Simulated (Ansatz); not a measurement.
# How fast states decay through BaAg2SeO, part 2 of 2

A new crystal, BaAg2SeO: structure, gap and complex bands. It is built by putting Se for part of the O in the BaAg2O2 structure of space group I4_1/amd, with the volume rescaled by atomic radii. The parent structure comes from the Materials Project.

Ansatz 0.2.0; PBEsol DFT, plane waves, PAW files (the session's first sound run).

So far, gap on the k-mesh (eV): step 3 (band edges, PBEsol) 1.37; step 5 (PBE) 1.44.

The structure was built from a prototype and need not be the compound's stable phase.

### Step 6. Complex bands at another level (continued)

K parallel (0, 0). Table of Re kz of states that move upwards by energy, zero at the highest filled level on the SCF mesh:

| energy (eV) | channel 1 (Å⁻¹) | channel 2 (Å⁻¹) | channel 3 (Å⁻¹) |
| --- | --- | --- | --- |
| -1.00 | 0.135 | 0.413 | 0.420 |
| -0.88 | 0.184 | - | - |
| -0.82 | 0.207 | - | - |
| -0.70 | 0.254 | - | - |
| -0.64 | -0.452 | 0.277 | - |
| -0.52 | -0.400 | -0.328 | 0.327 |
| -0.46 | -0.364 | -0.232 | 0.355 |
| -0.34 | -0.303 | 0.423 | - |
| -0.28 | -0.270 | 0.481 | - |
| -0.16 | -0.326 | -0.192 | - |
| -0.10 | -0.236 | -0.136 | - |
| 0.02 | - | - | - |
| 0.08 | - | - | - |
| 0.20 | - | - | - |
| 0.32 | - | - | - |
| 0.38 | - | - | - |
| 0.50 | - | - | - |
| 0.56 | - | - | - |
| 0.68 | - | - | - |
| 0.74 | - | - | - |
| 0.86 | - | - | - |
| 0.92 | - | - | - |
| 1.04 | - | - | - |
| 1.10 | - | - | - |
| 1.22 | - | - | - |
| 1.34 | - | - | - |
| 1.40 | - | - | - |
| 1.52 | -0.372 | 0.0698 | - |
| 1.58 | -0.326 | 0.0935 | - |
| 1.70 | -0.221 | 0.0718 | 0.152 |
| 1.76 | 0.122 | - | - |
| 1.88 | -0.434 | 0.160 | - |
| 1.94 | -0.390 | 0.175 | - |
| 2.06 | -0.327 | 0.137 | 0.201 |
| 2.12 | -0.300 | 0.180 | 0.214 |
| 2.24 | -0.246 | 0.240 | 0.248 |
| 2.30 | -0.218 | 0.253 | 0.277 |
| 2.42 | -0.157 | 0.281 | 0.329 |

K parallel (0.5, 0); values up to 1.5 1/Å, a degenerate pair printed once or twice; energies at which all values exceed this have no row. The Im kz of the slowest decaying states by energy, zero at the highest filled level on the SCF mesh:

| energy (eV) | decay 1 (Å⁻¹) | decay 2 (Å⁻¹) | decay 3 (Å⁻¹) | decay 4 (Å⁻¹) |
| --- | --- | --- | --- | --- |
| -1.00 | 0.0793 | 0.161 | 0.402 | 0.721 |
| -0.82 | 0.123 | 0.381 | 0.719 | 0.739 |
| -0.64 | 0.0843 | 0.155 | 0.176 | 0.340 |
| -0.46 | 0.213 | 0.223 | 0.303 | 0.560 |
| -0.34 | 0.229 | 0.321 | 0.373 | 0.563 |
| -0.16 | 0.245 | 0.339 | 0.365 | 0.672 |
| 0.02 | 0.255 | 0.351 | 0.386 | 0.712 |
| 0.20 | 0.260 | 0.359 | 0.407 | 0.728 |
| 0.38 | 0.262 | 0.363 | 0.426 | 0.724 |
| 0.56 | 0.261 | 0.365 | 0.444 | 0.718 |
| 0.68 | 0.260 | 0.364 | 0.456 | 0.714 |
| 0.86 | 0.255 | 0.362 | 0.476 | 0.708 |
| 1.04 | 0.249 | 0.356 | 0.501 | 0.701 |
| 1.22 | 0.240 | 0.348 | 0.542 | 0.694 |
| 1.40 | 0.228 | 0.337 | 0.623 | 0.665 |
| 1.58 | 0.214 | 0.323 | 0.530 | 0.677 |
| 1.76 | 0.196 | 0.281 | 0.327 | 0.461 |
| 1.88 | 0.181 | 0.246 | 0.330 | 0.426 |
| 2.06 | 0.153 | 0.186 | 0.324 | 0.378 |
| 2.24 | 0.0991 | 0.309 | 0.332 | 0.642 |
| 2.42 | 0.283 | 0.284 | 0.631 | 0.676 |

At the listed wavevectors the last open channel is at -0.04 eV and the next at +1.46 eV on the grid. At +0.74 eV, the grid energy nearest the filling level (the middle of the gap on the SCF mesh), the slowest state at the listed wavevectors decays with κ = 0.170 Å⁻¹, its amplitude falling by e over 5.9 Å; the first such run, plane (001), gave 0.169 Å⁻¹.

### Step 7. A repeat with changed settings

This step: PBEsol DFT, plane waves, PAW files; complex bands by layer matching along the plane's normal; changed: output.transmission.e_range = [-0.1, 0.1], output.transmission.de = 0.035 (Ansatz 0.2.0).

This run repeats an earlier one, its twin (the complex run, plane (001)), with two settings changed (output.transmission.e_range, output.transmission.de; files written aside). It is meant to test what the energy window and step decide. Where the input is shown as a difference, that is against the step before, not the twin.

input.yaml

```yaml
crystal:
  lattice:
    - [6.333356842, 0.0, 0.0]
    - [0.0, 5.45612523, 0.0]
    - [3.166678421, 2.728062615, 6.249935616]
  atoms:
    - { symbol: Ba, position: [0.4706542021, 0.4706542021, 0.0586915958] }
    - { symbol: Ba, position: [0.2793457979, 0.7793457979, 0.4413084042] }
    - { symbol: Ag, position: [0.875, 0.125, 0.25] }
    - { symbol: Ag, position: [0.375, 0.125, 0.75] }
    - { symbol: Ag, position: [0.875, 0.125, 0.75] }
    - { symbol: Ag, position: [0.875, 0.625, 0.25] }
    - { symbol: O, position: [0.4991024979, 0.9991024979, 0.0017950042] }
    - { symbol: Se, position: [0.7144526606, 0.7144526606, 0.5710946788] }
    - { symbol: O, position: [0.2508975021, 0.2508975021, 0.4982049958] }
    - { symbol: Se, position: [0.0355473394, 0.5355473394, 0.9289053212] }
kpoints:
  mp_grid: { grid: [6, 6, 6] }
scf:
  occupations: { method: fixed }
hamiltonian:
  xc: pbesol
output:
  eigenvalues: true
  transmission:
    leads: [[0, 0]]
    kpoints: [[0.0, 0.0], [0.5, 0.0]]
    e_range: [-0.1, 0.1]
    de: 0.035
```

Run with:

```sh
$ ansatz run input.yaml --threads 2 --pin off --max-ram 4096MiB --backend cpu --events-out ev --progress --plain --runs-dir out
```

Wall time 42 s (2 threads of Arm Neoverse V2, shared host); peak memory 1.1 GiB.

Numbers from this step:

- free energy: -53788.2380 eV
- Fermi energy: 10.32 eV
- gap on the k-mesh: 1.370 eV
- level to which the leads are filled: 0.6851 eV from the Fermi level

K parallel (0, 0); values up to 1.5 1/Å, a degenerate pair printed once or twice; energies at which all values exceed this have no row. The Im kz of the slowest decaying states by energy, zero at the highest filled level on the SCF mesh:

| energy (eV) | decay 1 (Å⁻¹) | decay 2 (Å⁻¹) | decay 3 (Å⁻¹) | decay 4 (Å⁻¹) |
| --- | --- | --- | --- | --- |
| -0.1000 | 0.134 | 0.219 | 0.254 | 0.489 |
| -0.0650 | 0.145 | 0.219 | 0.254 | 0.496 |
| -0.0300 | 0.154 | 0.220 | 0.255 | 0.501 |
| 0.0050 | 0.0481 | 0.0960 | 0.163 | 0.220 |
| 0.0400 | 0.129 | 0.144 | 0.171 | 0.213 |
| 0.0750 | 0.172 | 0.178 | 0.181 | 0.210 |

K parallel (0, 0). Re kz of states that move upwards against energy, zero at the highest filled level on the SCF mesh:

| energy (eV) | channel 1 (Å⁻¹) | channel 2 (Å⁻¹) |
| --- | --- | --- |
| -0.1000 | -0.230 | -0.153 |
| -0.0650 | -0.178 | -0.113 |
| -0.0300 | -0.117 | -0.0441 |
| 0.0050 | - | - |
| 0.0400 | - | - |
| 0.0750 | - | - |

K parallel (0.5, 0); values up to 1.5 1/Å, a degenerate pair printed once or twice; energies at which all values exceed this have no row. Table of Im kz of the slowest decaying states by energy, zero at the highest filled level on the SCF mesh:

| energy (eV) | decay 1 (Å⁻¹) | decay 2 (Å⁻¹) | decay 3 (Å⁻¹) | decay 4 (Å⁻¹) |
| --- | --- | --- | --- | --- |
| -0.1000 | 0.248 | 0.341 | 0.365 | 0.684 |
| -0.0650 | 0.249 | 0.343 | 0.369 | 0.692 |
| -0.0300 | 0.251 | 0.345 | 0.374 | 0.698 |
| 0.0050 | 0.253 | 0.347 | 0.378 | 0.704 |
| 0.0400 | 0.254 | 0.349 | 0.382 | 0.710 |
| 0.0750 | 0.255 | 0.351 | 0.386 | 0.715 |

### Step 8. Results

```yaml
band_gap: 1.37 eV
least_decay_constant_at_mid_gap_normal_to_001: 0.169 Å⁻¹
least_decay_constant_pbe: 0.170 Å⁻¹
```

**Reading.** With PBEsol, the slowest decay at the wavevectors tried is κ = 0.169 Å⁻¹, normal to (001). Through such a film the transmission near mid-gap falls as exp(−2κd), a factor of ten every 6.8 Å. A free electron under a barrier of half the gap would need a mass of 0.16 mₑ to decay at this rate. With PBE the gap goes from 1.37 to 1.44 eV and the decay constant, over the first 2 listed wavevectors, from 0.169 to 0.170 Å⁻¹. The compound is made up by substitution; its stability against other phases and against distortions of the cell's symmetry was not tested. A semilocal functional narrows gaps, so real decay constants are likely larger.

[Logs are printed without paths, hosts, clocks, repeated set-up lines and the standing remarks that a program may print on its own settings, such as how far it seeks lower states.]

[Hosts, paths, dates, database ids (printed as entryN), source tags and the programs' standing remarks are cut or masked in the printed files.]
